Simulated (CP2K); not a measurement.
Consider 1,1-difluoroethane at its PBE geometry (Å).

```xyz
8

C    -0.7804   -0.1499    0.0101
C     0.6992    0.1216    0.0728
F     1.4065   -0.7994   -0.6971
F     0.9781    1.3773   -0.4585
H    -1.1226   -0.0972   -1.0308
H    -0.9982   -1.1457    0.4152
H    -1.3158    0.6011    0.6043
H     1.1331    0.0922    1.0841
```

Method: CP2K XAS_TDP, all-electron GAPW, PBEh(45%), aug-cc-pVDZ, TDA, GW2X-corrected core level, no relativity.

Question: Where do the C K-edge lines lie, and how strong are they?

Leading lines: C1 291.51 eV and C2 294.40 eV. The leading line of an atom is its first one with 35 % of the strongest within 2.5 eV of its lowest line over the strength cut. Core ionisation energies at this level: C1 293.03 and C2 297.60 eV.

The first six lines of each atom with a strength over 0.0015:

```tsv
atom	energy (eV)	states	strength, one atom	above the computed threshold
C1 (bonded to C and 3 H)	290.75	1	0.0079	
	291.51	1	0.0164	
	291.52	1	0.0246	
	292.09	1	0.0074	
	292.92	1	0.0047	
	293.78	1	0.0051	yes
C2 (bonded to C, 2 F and H)	294.40	1	0.0745	
	294.88	1	0.0483	
	295.85	1	0.0234	
	296.47	1	0.0016	
	297.66	1	0.0158	yes
	297.92	1	0.0116	yes
```

Lines are vertical, at one geometry, with no vibrational structure. GW2X ionisation energies and lines can be off by 1 to 2 eV either way, and a good line position may hide errors that cancel. These values hold no scalar relativity, about 0.1 eV for C 1s. Rydberg lines, and the discretised continuum above threshold, depend on the basis and the box.

[Banner, clock and machine lines of the logs are left out without a mark of their own.]

[Logs are printed without paths, hosts, clocks, repeated set-up lines and the standing remarks that a program may print on its own settings, such as how far it seeks lower states.]

[Hosts, paths, dates, database ids (printed as entryN), source tags and the programs' standing remarks are cut or masked in the printed files.]
